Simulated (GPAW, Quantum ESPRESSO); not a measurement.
## C K ELNES/XANES of HfC (Fm-3m) from DFT

Do two independent programs agree on the C K edge of HfC (Fm-3m)? The same cell and functional are run with XSpectra and with GPAW.

Calculated with Quantum ESPRESSO 7.5; core-hole supercells, plane-wave PAW LDA, without spin-orbit coupling (first program; GPAW 26.7.0 follows as the second).

Most raw output is cut from this account.

The database entry behind the starting cell differs from later determinations by our own check (about 0.2 % long), so it need not match the best structure at ambient conditions.

### 1. Starting point

It takes space group Fm-3m (No. 225, cubic). The conventional cell has a = 4.650 Å, b = 4.650 Å, c = 4.650 Å, α = 90.00°, β = 90.00°, γ = 90.00°. Nearest to Hf lie 6 C at 2.33 Å. Nearest to C lie 6 Hf at 2.33 Å. Farther neighbours are not listed.

### 2. The field without a hole (Quantum ESPRESSO)

A plain self-consistent run shows whether there is a gap, which decides the set-up of the core-hole run.

The PAW data sets are made with ld1.x, with reconstruction data.

scf.in reads:

```
&control
   calculation='scf', prefix='x', pseudo_dir='../pp', outdir='tmp', tprnfor=.true.
/
&system
   ibrav=0, nat=2, ntyp=2, nbnd=12
   ecutwfc=46, ecutrho=400
   occupations='smearing', smearing='mv', degauss=0.015
/
&electrons
   conv_thr=2.0e-08, electron_maxstep=120
   mixing_beta=0.5
/
ATOMIC_SPECIES
Hf 1.0 Hf.lda-spn-kjpaw.UPF
C3 1.0 C.lda-n-kjpaw.UPF
CELL_PARAMETERS angstrom
  0.00000000 2.32500000 2.32500000
  2.32500000 0.00000000 2.32500000
  2.32500000 2.32500000 0.00000000
ATOMIC_POSITIONS crystal
Hf   0.50000000 0.50000000 0.50000000
C3   0.00000000 0.00000000 0.00000000
K_POINTS automatic
10 10 10 0 0 0
```

Started as:

```sh
> OMP_NUM_THREADS=1 mpirun --oversubscribe --bind-to none -np 4 pw.x -nk 4 -in scf.in > scf.out
```

It took 6.4 s on 4 MPI ranks of Arm Neoverse V1, shared host; peak memory 0.07 GiB.

Absorbing atoms carry a label of their own (element plus a letter or digit), as the spectrum program needs them as separate species.

The mesh shows no gap, so the system is treated as a metal and the core electron is put at the Fermi level (neutral cell).

### 3. Spectrum without a core hole, C atom 2 (Quantum ESPRESSO)

This cheap baseline ignores the attraction of the hole: it shows the absorber's empty states as they are in the ground state.

The absorber has 6 Hf at 2.33 Å (octahedral, site symmetry m-3m).

xspectra.in reads:

```
&input_xspectra
   calculation='xanes_dipole', edge='K'
   prefix='x', outdir='tmp', xiabs=2, xe0=15.0473
   xonly_plot=.false., x_save_file='xanes.sav'
   xniter=3000, xcheck_conv=20, xerror=0.005
   xcoordcrys=.false., xepsilon(1)=1, xepsilon(2)=0, xepsilon(3)=0
/
&plot
   xnepoint=413, xemin=-10, xemax=45, terminator=.true., cut_occ_states=.true.
   xgamma=0.4
/
&pseudos
   filecore='../C.wfc'
/
&cut_occ
   cut_desmooth=0.1, cut_stepl=0.05, cut_stepu=0.05, cut_ierror=1e-5
/
11 11 11 0 0 0
```

Started as:

```sh
> OMP_NUM_THREADS=1 mpirun --oversubscribe --bind-to none -np 4 xspectra.x -nk 4 -in xspectra.in > xspectra.out
```

It took 35 s on 4 MPI ranks; peak memory 0.13 GiB; 2.3 min of CPU time.

The C K spectrum, C atom 2, no core hole (energy from the energy zero of the input (xe0, at the border of filled and empty states); intensity scaled to a mean of 1 over the first 20 eV; the points at xe0, where the cut of filled states can leave a spike, are interpolated):

```
E (eV)  intensity
  -2.0       0.05
  -1.4       0.07
  -0.8       0.11
  -0.2       0.27
   0.4       0.48
   1.0       0.55
   1.6       0.58
   2.2       0.67
   2.8       0.68
   3.4       0.77
   4.0       0.86
   4.6       0.89
   5.2       1.12
   5.8       1.19
   6.4       1.00
   7.0       0.80
   7.6       0.84
   8.2       1.01
   8.8       1.09
   9.4       1.17
  10.0       1.22
  10.6       1.46
  11.2       2.15
  11.8       1.89
  12.4       2.23
  13.0       2.23
  13.6       1.76
  14.2       1.31
  14.8       1.03
  15.4       0.76
  16.0       0.76
  16.6       0.91
  17.2       0.73
  17.8       0.44
  18.4       0.23
  19.0       0.20
  19.6       0.27
  20.2       0.39
  20.8       0.46
  21.4       0.38
  22.0       0.29
  22.6       0.27
  23.2       0.35
  23.8       0.66
  24.4       0.65
  25.0       0.44
  25.6       0.52
  26.2       0.77
  26.8       0.94
  27.4       1.24
  28.0       1.62
  28.6       1.70
  29.2       1.62
  29.8       1.30
  30.4       0.86
  31.0       0.68
  31.6       0.65
```

Main maxima below 24 eV (height): 5.5 eV (1.22), 9.8 eV (1.28), 11.2 eV (2.17), 12.4 eV (2.25), 13.1 eV (2.25) and 16.7 eV (0.94). A K edge sees empty p states; the first features are C p mixed into the empty d states of the Hf neighbours, and the broad ones above probably into the cations' higher empty bands.

### 4. Another broadening

The final state's lifetime shortens with energy, so measured features broaden above the edge; the saved Lanczos coefficients are redrawn with a width that grows.

xspectra_plot.in reads:

```
&input_xspectra
   calculation='xanes_dipole', edge='K'
   prefix='x', outdir='tmp', xiabs=2, xe0=15.0473
   xonly_plot=.true., x_save_file='xanes.sav'
   xniter=3000, xcheck_conv=20, xerror=0.005
   xcoordcrys=.false., xepsilon(1)=1, xepsilon(2)=0, xepsilon(3)=0
/
&plot
   xnepoint=413, xemin=-10, xemax=45, terminator=.true., cut_occ_states=.true.
   gamma_mode='variable', gamma_energy(1)=4, gamma_energy(2)=25, gamma_value(1)=0.3, gamma_value(2)=2.5
/
&pseudos
   filecore='../C.wfc'
/
&cut_occ
   cut_desmooth=0.1, cut_stepl=0.05, cut_stepu=0.05, cut_ierror=1e-5
/
11 11 11 0 0 0
```

Started as:

```sh
> OMP_NUM_THREADS=1 xspectra.x -in xspectra_plot.in > xspectra_plot.out
```

The job ended after 11 s (1 MPI rank; peak memory 0.13 GiB).

With a Lorentzian half width 0.3 eV up to 4 eV, rising linearly to 2.5 eV at 25 eV, the maxima are 1.3 eV (0.64), 2.4 eV (0.74), 4.2 eV (0.92), 5.5 eV (1.21) and 12.3 eV (1.77).

### 5. Supercell without a hole, the energy reference (Quantum ESPRESSO)

The photon energy needs a difference of total energies, so the cell and mesh of the coming hole run are first run without a hole.

scf.in reads:

```
&control
   calculation='scf', prefix='x', pseudo_dir='../pp', outdir='tmp', tprnfor=.true.
/
&system
   ibrav=0, nat=16, ntyp=2, nbnd=79
   ecutwfc=46, ecutrho=400
   occupations='smearing', smearing='mv', degauss=0.015
/
&electrons
   conv_thr=1.6e-07, electron_maxstep=120
   mixing_beta=0.5
/
ATOMIC_SPECIES
Hf 1.0 Hf.lda-spn-kjpaw.UPF
C 1.0 C.lda-n-kjpaw.UPF
CELL_PARAMETERS angstrom
  0.00000000 4.65000000 4.65000000
  4.65000000 0.00000000 4.65000000
  4.65000000 4.65000000 0.00000000
ATOMIC_POSITIONS crystal
Hf   0.25000000 0.25000000 0.25000000
Hf   0.25000000 0.25000000 0.75000000
Hf   0.25000000 0.75000000 0.25000000
Hf   0.75000000 0.25000000 0.25000000
Hf   0.25000000 0.75000000 0.75000000
Hf   0.75000000 0.25000000 0.75000000
Hf   0.75000000 0.75000000 0.25000000
Hf   0.75000000 0.75000000 0.75000000
C    0.00000000 0.00000000 0.00000000
C    0.00000000 0.00000000 0.50000000
C    0.00000000 0.50000000 0.00000000
C    0.50000000 0.00000000 0.00000000
C    0.00000000 0.50000000 0.50000000
C    0.50000000 0.00000000 0.50000000
C    0.50000000 0.50000000 0.00000000
C    0.50000000 0.50000000 0.50000000
K_POINTS automatic
5 5 5 0 0 0
```

Started as:

```sh
> OMP_NUM_THREADS=1 mpirun --oversubscribe --bind-to none -np 4 pw.x -nk 4 -in scf.in > scf.out
```

Wall time 99 s (4 MPI ranks); peak memory 0.34 GiB.

Reference energy: -3288745.180 eV with the cores included.

### 6. The atom with a core hole (Quantum ESPRESSO)

The frozen core must hold the hole, so the absorber gets a data set of its own.

C.lda-n-kjpaw-1sch.ld1.in reads:

```
&input
   title='C', zed=6., rel=1, iswitch=3, dft='PZ',
   config='1s1 2s2 2p3'
/
&inputp
   file_pseudopw='C.lda-n-kjpaw-1sch.UPF', author='',
   lpaw=.true.,
   pseudotype=3,
   lloc=-1,
   rcloc=0.9,
   which_augfun='PSQ',
   rmatch_augfun_nc=.true.,
   nlcc=.true.,
   new_core_ps=.true.,
   rcore=0.7,
   tm=.true.,
   zval=5,
   lgipaw_reconstruction=.true., use_paw_as_gipaw=.true.
/
4
2S  1  0  2.00  0.00  1.00  1.20  0.0
2S  1  0  0.00  3.00  1.00  1.20  0.0
2P  2  1  3.00  0.00  0.90  1.40  0.0
2P  2  1  0.00  0.05  0.90  1.40  0.0
```

Started as:

```sh
> ld1.x < C.lda-n-kjpaw-1sch.ld1.in > C.lda-n-kjpaw-1sch.ld1.out
```

Run time: 0.66 s. Hardware: 1 MPI rank; peak memory 0.12 GiB.

Removing the core electron and adding it to the valence shell costs the free atom 287.2 eV.

### 7. Supercell with XCH, C atom 2 (Quantum ESPRESSO)

The holes are 6.6 Å apart. The excited electron is kept in the cell, where it fills the lowest empty states and screens the hole.

Changes to scf.in since step 5:

```diff
@@ -4,3 +4,3 @@
 &system
-   ibrav=0, nat=16, ntyp=2, nbnd=79
+   ibrav=0, nat=16, ntyp=3, nbnd=80
    ecutwfc=46, ecutrho=400
@@ -14,2 +14,3 @@
 Hf 1.0 Hf.lda-spn-kjpaw.UPF
+C0 1.0 C.lda-n-kjpaw-1sch.UPF
 C 1.0 C.lda-n-kjpaw.UPF
@@ -28,3 +29,3 @@
 Hf   0.75000000 0.75000000 0.75000000
-C    0.00000000 0.00000000 0.00000000
+C0   0.00000000 0.00000000 0.00000000
 C    0.00000000 0.00000000 0.50000000
```

Started as:

```sh
> OMP_NUM_THREADS=1 mpirun --oversubscribe --bind-to none -np 4 pw.x -nk 4 -in scf.in > scf.out
```

Run time: 88 s. Hardware: 4 MPI ranks; peak memory 0.35 GiB.

Energy with the hole: -3288460.379 eV, cores included.

### 8. Spectrum with XCH, C atom 2 (Quantum ESPRESSO)

The Lanczos recursion gives the spectrum without computing empty bands; each polarisation needs a run of its own on the full k mesh. xe0 is set between filled and empty states, and states below it are cut, here at the Fermi level, which holds the excited electron. The file of filecore holds the core orbital, taken from the hole-free data set.

Changes to xspectra.in since step 3:

```diff
@@ -2,3 +2,3 @@
    calculation='xanes_dipole', edge='K'
-   prefix='x', outdir='tmp', xiabs=2, xe0=15.0473
+   prefix='x', outdir='tmp', xiabs=2, xe0=15.2796
    xonly_plot=.false., x_save_file='xanes.sav'
@@ -17,2 +17,2 @@
 /
-11 11 11 0 0 0
+6 6 6 0 0 0
```

Started as:

```sh
> OMP_NUM_THREADS=1 mpirun --oversubscribe --bind-to none -np 4 xspectra.x -nk 4 -in xspectra.in > xspectra.out
```

Elapsed: 4.8 min, on 4 MPI ranks; peak memory 0.25 GiB; 19 min of CPU time.

The C K spectrum, C atom 2, excited-electron core hole (neutral cell) (energy from the energy zero of the input (xe0, at the border of filled and empty states); intensity scaled to a mean of 1 over the first 20 eV; the points at xe0, where the cut of filled states can leave a spike, are interpolated):

| E (eV) | intensity |
| --- | --- |
| -2.0 | 0.05 |
| -1.0 | 0.10 |
| 0.0 | 0.35 |
| 1.0 | 0.66 |
| 2.0 | 0.81 |
| 3.0 | 1.10 |
| 4.0 | 1.26 |
| 5.0 | 1.71 |
| 6.0 | 1.12 |
| 7.0 | 0.95 |
| 8.0 | 1.29 |
| 9.0 | 1.59 |
| 10.0 | 2.29 |
| 11.0 | 1.77 |
| 12.0 | 1.49 |
| 13.0 | 0.95 |
| 14.0 | 0.69 |
| 15.0 | 0.52 |
| 16.0 | 0.60 |
| 17.0 | 0.43 |
| 18.0 | 0.17 |
| 19.0 | 0.19 |
| 20.0 | 0.40 |
| 21.0 | 0.38 |
| 22.0 | 0.30 |
| 23.0 | 0.51 |
| 24.0 | 0.77 |
| 25.0 | 0.59 |
| 26.0 | 1.30 |
| 27.0 | 1.39 |
| 28.0 | 1.42 |
| 29.0 | 0.93 |
| 30.0 | 0.60 |
| 31.0 | 0.41 |
| 32.0 | 0.37 |

Main maxima below 24 eV (height): 5.1 eV (1.71), 8.7 eV (1.65), 10.4 eV (2.43), 12.0 eV (1.50), 16.3 eV (0.63) and 23.6 eV (0.93). 

The total-energy difference is 284.80 eV. One term is added: -6.67 eV, since the hole is spin-paired here and a spin-polarised one costs that much less in the free atom (computed apart). The photon energy is then 278.13 eV. The functional leaves an error in such absolute values: in the free atom LDA prices this hole 2.9 eV below PBE (computed apart), and PBE is itself good to a few eV.

### 9. Another broadening

Changes to xspectra_plot.in since step 4:

```diff
@@ -2,3 +2,3 @@
    calculation='xanes_dipole', edge='K'
-   prefix='x', outdir='tmp', xiabs=2, xe0=15.0473
+   prefix='x', outdir='tmp', xiabs=2, xe0=15.2796
    xonly_plot=.true., x_save_file='xanes.sav'
@@ -17,2 +17,2 @@
 /
-11 11 11 0 0 0
+6 6 6 0 0 0
```

Started as:

```sh
> OMP_NUM_THREADS=1 xspectra.x -in xspectra_plot.in > xspectra_plot.out
```

Run time: 3.1 s. Hardware: 1 MPI rank; peak memory 0.05 GiB.

With a Lorentzian half width 0.3 eV up to 4 eV, rising linearly to 2.5 eV at 25 eV, the maxima are 1.6 eV (0.83), 2.5 eV (1.08), 3.2 eV (1.19), 5.0 eV (1.69) and 10.2 eV (1.84).

### 10. Ground state of the crystal (GPAW)

The second program starts from its own ground state, on the same cell and functional.

scf.py reads:

```python
import numpy as np
from ase import Atoms
from ase.parallel import parprint, paropen
from gpaw import GPAW, PW, FermiDirac, Mixer, MixerDif, setup_paths
from gpaw.test import gen
setup_paths.insert(0, '.')
gen('C', name='nch1s', xcname='LDA', corehole=(1, 0, 0), write_xml=True)
from gpaw.mpi import world
world.barrier()

atoms = Atoms('HfC',
    cell=[[0, 2.325, 2.325],
     [2.325, 0, 2.325],
     [2.325, 2.325, 0]],
    scaled_positions=[[0.5, 0.5, 0.5],
     [0, 0, 0]],
    pbc=True)
atoms.calc = calc = GPAW(legacy_gpaw=True, mode=PW(500, force_complex_dtype=True), xc='LDA', setups={1: 'nch1s'},
    kpts={'size': (9, 9, 9), 'gamma': True}, occupations=FermiDirac(0.05),
    charge=0, mixer=Mixer(0.1, 5, 50), maxiter=150,
    convergence={'density': 0.0001, 'eigenstates': 1e-6}, txt='scf.txt')
energy = atoms.get_potential_energy() + calc.get_reference_energy()
ef = calc.get_fermi_level()
out = dict(energy=energy, fermi=ef, forces=atoms.get_forces().tolist())
parprint(f'all-electron energy {energy:.4f} eV, Fermi level {ef:.4f} eV')
ev = np.array([[calc.get_eigenvalues(k, s) for k in range(len(calc.get_ibz_k_points()))] for s in range(calc.get_number_of_spins())])
out['homo'], out['lumo'], out['counts'] = ev[ev < ef].max(), ev[ev > ef].min(), sorted(set((ev < ef).sum((0, 2)).tolist()))
out['filled'] = (ev[:, 0] < ef).sum(1).tolist()
import json
with paropen('out.json', 'w') as f:
    json.dump(out, f)
```

Started as:

```sh
> OMP_NUM_THREADS=1 mpirun -n 4 gpaw python scf.py
```

Run time: 5.1 s. Hardware: 4 MPI ranks; peak memory 0.16 GiB; 20 s of CPU time.

The mesh shows no gap, so the system is treated as a metal and the core electron is put at the Fermi level (neutral cell).

### 11. Spectrum without a core hole, C atom 2 (GPAW)

Without a hole the spectrum is the empty density of states of the right symmetry on the absorber, weighted by matrix elements. It needs only the small cell and serves as the baseline. The data set with a hole of occupation 0 only carries the core orbital.

xas.py reads:

```python
import numpy as np
from ase import Atoms
from ase.parallel import parprint, paropen
from gpaw import GPAW, PW, FermiDirac, Mixer, MixerDif, setup_paths
from gpaw.test import gen
setup_paths.insert(0, '.')
gen('C', name='nch1s', xcname='LDA', corehole=(1, 0, 0), write_xml=True)
from gpaw.mpi import world
world.barrier()

atoms = Atoms('HfC',
    cell=[[0, 2.325, 2.325],
     [2.325, 0, 2.325],
     [2.325, 2.325, 0]],
    scaled_positions=[[0.5, 0.5, 0.5],
     [0, 0, 0]],
    pbc=True)
atoms.calc = calc = GPAW(legacy_gpaw=True, mode=PW(500, force_complex_dtype=True), xc='LDA', setups={1: 'nch1s'},
    kpts={'size': (13, 13, 13), 'gamma': True}, occupations=FermiDirac(0.1),
    charge=0, mixer=Mixer(0.1, 5, 50), maxiter=150,
    convergence={'density': 0.0001, 'eigenstates': 1e-6}, txt='scf.txt')
energy = atoms.get_potential_energy() + calc.get_reference_energy()
ef = calc.get_fermi_level()
out = dict(energy=energy, fermi=ef, forces=atoms.get_forces().tolist())
parprint(f'all-electron energy {energy:.4f} eV, Fermi level {ef:.4f} eV')
ev = np.array([[calc.get_eigenvalues(k, s) for k in range(len(calc.get_ibz_k_points()))] for s in range(calc.get_number_of_spins())])
out['homo'], out['lumo'], out['counts'] = ev[ev < ef].max(), ev[ev > ef].min(), sorted(set((ev < ef).sum((0, 2)).tolist()))
out['filled'] = (ev[:, 0] < ef).sum(1).tolist()

from ase.units import Ha
from gpaw.xas import dipole_matrix_elements
nb = int(calc.get_number_of_electrons() / 2) + 23
top = nb
nscf = calc.fixed_density(kpts={'size': (11, 11, 11), 'gamma': True},
    convergence={'eigenstates': 1.0}, txt='nscf.txt')
nscf.diagonalize_full_hamiltonian(nbands=nb)
cell = atoms.cell.array
ops = [cell.T @ U.T @ np.linalg.inv(cell.T) for U in nscf.wfs.kd.symmetry.op_scc]
E = np.arange(-25, 34, 0.1)
fwhm = np.interp(E, [4, 25], [0.9, 3.5])
Y, X, zero, highest = 0, 0, 1e9, 1e9
for spin in range(nscf.get_number_of_spins()):
    wfs = nscf.wfs
    mine = wfs.bd.get_slice()  # this rank's bands
    A = dipole_matrix_elements(wfs.setups[1])
    eps = np.zeros((wfs.kd.nibzkpts, nb))
    d = np.zeros((3, A.shape[1], wfs.kd.nibzkpts, nb), complex)
    for kpt in wfs.kpt_u:
        if kpt.s == spin and 1 in kpt.P_ani:
            eps[kpt.k, mine] = kpt.eps_n * Ha
            d[:, :, kpt.k, mine] = (kpt.weight * wfs.nspins / 2) ** 0.5 * np.inner(A, kpt.P_ani[1])
    world.sum(eps)
    world.sum(d)
    T = np.einsum('amkn,bmkn->abkn', d, d.conj()).real
    T = sum(np.einsum('ai,ijkn,bj->abkn', R, T, R) for R in ops) / len(ops)
    empty = eps > ef
    zero, highest = min(zero, eps[empty].min()), min(highest, eps[:, top - 1].min())
    lines = [(eps, T, empty)] if spin == 0 else lines + [(eps, T, empty)]
for eps, T, empty in lines:
    f = np.einsum('aakn->akn', T).reshape(3, -1)
    x = eps.ravel() - zero
    w = np.interp(x, E, fwhm) / 2.35482
    g = np.exp(-0.5 * ((E[:, None] - x) / w) ** 2) / (w * (2 * np.pi) ** 0.5)
    Y = Y + (f * empty.ravel()) @ g.T
    X = X + (f * ~empty.ravel()) @ g.T
out.update(E=E.round(2).tolist(), xas=Y.tolist(), xes=X.tolist(), zero=zero, valid=highest - zero, nk=len(eps), nb=nb)
for i in range(0, len(E), 10):
    parprint(f'{E[i]:7.2f}', *(f'{v:10.3e}' for v in Y[:, i]))
import json
with paropen('out.json', 'w') as f:
    json.dump(out, f)
```

Started as:

```sh
> OMP_NUM_THREADS=1 mpirun -n 4 gpaw python xas.py
```

Run time: 19 s. Hardware: 4 MPI ranks; peak memory 0.23 GiB.

The C K spectrum, C atom 2, no core hole (energy from the lowest empty level; intensity scaled to a mean of 1 over the first 20 eV):

```csv
E (eV),intensity
-2.0,0.00
-1.5,0.00
-1.0,0.01
-0.5,0.12
0.0,0.42
0.5,0.56
1.0,0.59
1.5,0.58
2.0,0.64
2.5,0.69
3.0,0.71
3.5,0.80
4.0,0.89
4.5,0.95
5.0,1.21
5.5,1.32
6.0,1.14
6.5,0.85
7.0,0.69
7.5,0.76
8.0,0.92
8.5,1.04
9.0,1.11
9.5,1.20
10.0,1.35
10.5,1.59
11.0,1.85
11.5,1.99
12.0,2.05
12.5,2.09
13.0,2.02
13.5,1.77
14.0,1.43
14.5,1.12
15.0,0.90
15.5,0.78
16.0,0.73
16.5,0.71
17.0,0.66
17.5,0.58
18.0,0.45
18.5,0.33
19.0,0.25
19.5,0.21
20.0,0.22
20.5,0.25
21.0,0.29
21.5,0.31
22.0,0.32
22.5,0.33
23.0,0.35
23.5,0.37
24.0,0.41
24.5,0.44
25.0,0.48
25.5,0.51
26.0,0.55
26.5,0.61
27.0,0.70
27.5,0.83
28.0,0.97
28.5,1.12
29.0,1.23
29.5,1.29
30.0,1.27
30.5,1.18
31.0,1.03
31.5,0.87
32.0,0.71
```

Main maxima below 24 eV (height): 5.4 eV (1.33) and 12.5 eV (2.09). 

The same matrix elements for filled bands give the C K emission of C atom 2 (ground-state approximation; energy from the lowest empty level, largest value 1):

```
E (eV)  emission
-24.00      0.00
-23.25      0.00
-22.50      0.00
-21.75      0.00
-21.00      0.00
-20.25      0.00
-19.50      0.00
-18.75      0.00
-18.00      0.00
-17.25      0.00
-16.50      0.00
-15.75      0.00
-15.00      0.00
-14.25      0.00
-13.50      0.00
-12.75      0.00
-12.00      0.00
-11.25      0.00
-10.50      0.00
 -9.75      0.01
 -9.00      0.00
 -8.25      0.00
 -7.50      0.00
 -6.75      0.00
 -6.00      0.03
 -5.25      0.12
 -4.50      0.23
 -3.75      0.27
 -3.00      0.74
 -2.25      0.85
 -1.50      0.41
 -0.75      0.22
  0.00      0.06
  0.75      0.00
  1.50      0.00
  2.25      0.00
  3.00      0.00
```

Emission maxima: -2.6 eV (1.00).

### 12. Supercell without a hole, the energy reference (GPAW)

Total energies of two programs can't be mixed, so the cell and mesh of GPAW's hole run get a reference energy of their own.

Changes to scf.py since step 10:

```diff
@@ -10,11 +10,25 @@
 
-atoms = Atoms('HfC',
-    cell=[[0, 2.325, 2.325],
-     [2.325, 0, 2.325],
-     [2.325, 2.325, 0]],
-    scaled_positions=[[0.5, 0.5, 0.5],
-     [0, 0, 0]],
+atoms = Atoms('Hf8C8',
+    cell=[[0, 4.65, 4.65],
+     [4.65, 0, 4.65],
+     [4.65, 4.65, 0]],
+    scaled_positions=[[0.25, 0.25, 0.25],
+     [0.25, 0.25, 0.75],
+     [0.25, 0.75, 0.25],
+     [0.75, 0.25, 0.25],
+     [0.25, 0.75, 0.75],
+     [0.75, 0.25, 0.75],
+     [0.75, 0.75, 0.25],
+     [0.75, 0.75, 0.75],
+     [0, 0, 0],
+     [0, 0, 0.5],
+     [0, 0.5, 0],
+     [0.5, 0, 0],
+     [0, 0.5, 0.5],
+     [0.5, 0, 0.5],
+     [0.5, 0.5, 0],
+     [0.5, 0.5, 0.5]],
     pbc=True)
-atoms.calc = calc = GPAW(legacy_gpaw=True, mode=PW(500, force_complex_dtype=True), xc='LDA', setups={1: 'nch1s'},
-    kpts={'size': (9, 9, 9), 'gamma': True}, occupations=FermiDirac(0.05),
+atoms.calc = calc = GPAW(legacy_gpaw=True, mode=PW(500, force_complex_dtype=True), xc='LDA', setups={8: 'nch1s'},
+    kpts={'size': (5, 5, 5), 'gamma': True}, occupations=FermiDirac(0.1),
     charge=0, mixer=Mixer(0.1, 5, 50), maxiter=150,
```

Started as:

```sh
> OMP_NUM_THREADS=1 mpirun -n 4 gpaw python scf.py
```

Run time: 65 s. Hardware: 4 MPI ranks; peak memory 0.28 GiB.

Reference energy: -3285444.675 eV with the cores included.

(Part 1 of 2 ends here.)

[Logs are printed without paths, hosts, clocks, repeated set-up lines and the standing remarks that a program may print on its own settings, such as how far it seeks lower states.]

[Hosts, paths, dates, database ids (printed as entryN), source tags and the programs' standing remarks are cut or masked in the printed files.]

[Lists of maxima count a maximum above −3 eV only where it reaches 4 % of the highest in the window and stands out from its surroundings by 2 % of it (1.5 % where it reaches 55 %); shoulders and weaker maxima are passed over, and of the rest the first, up to two pre-edge ones and the few strongest are named.]
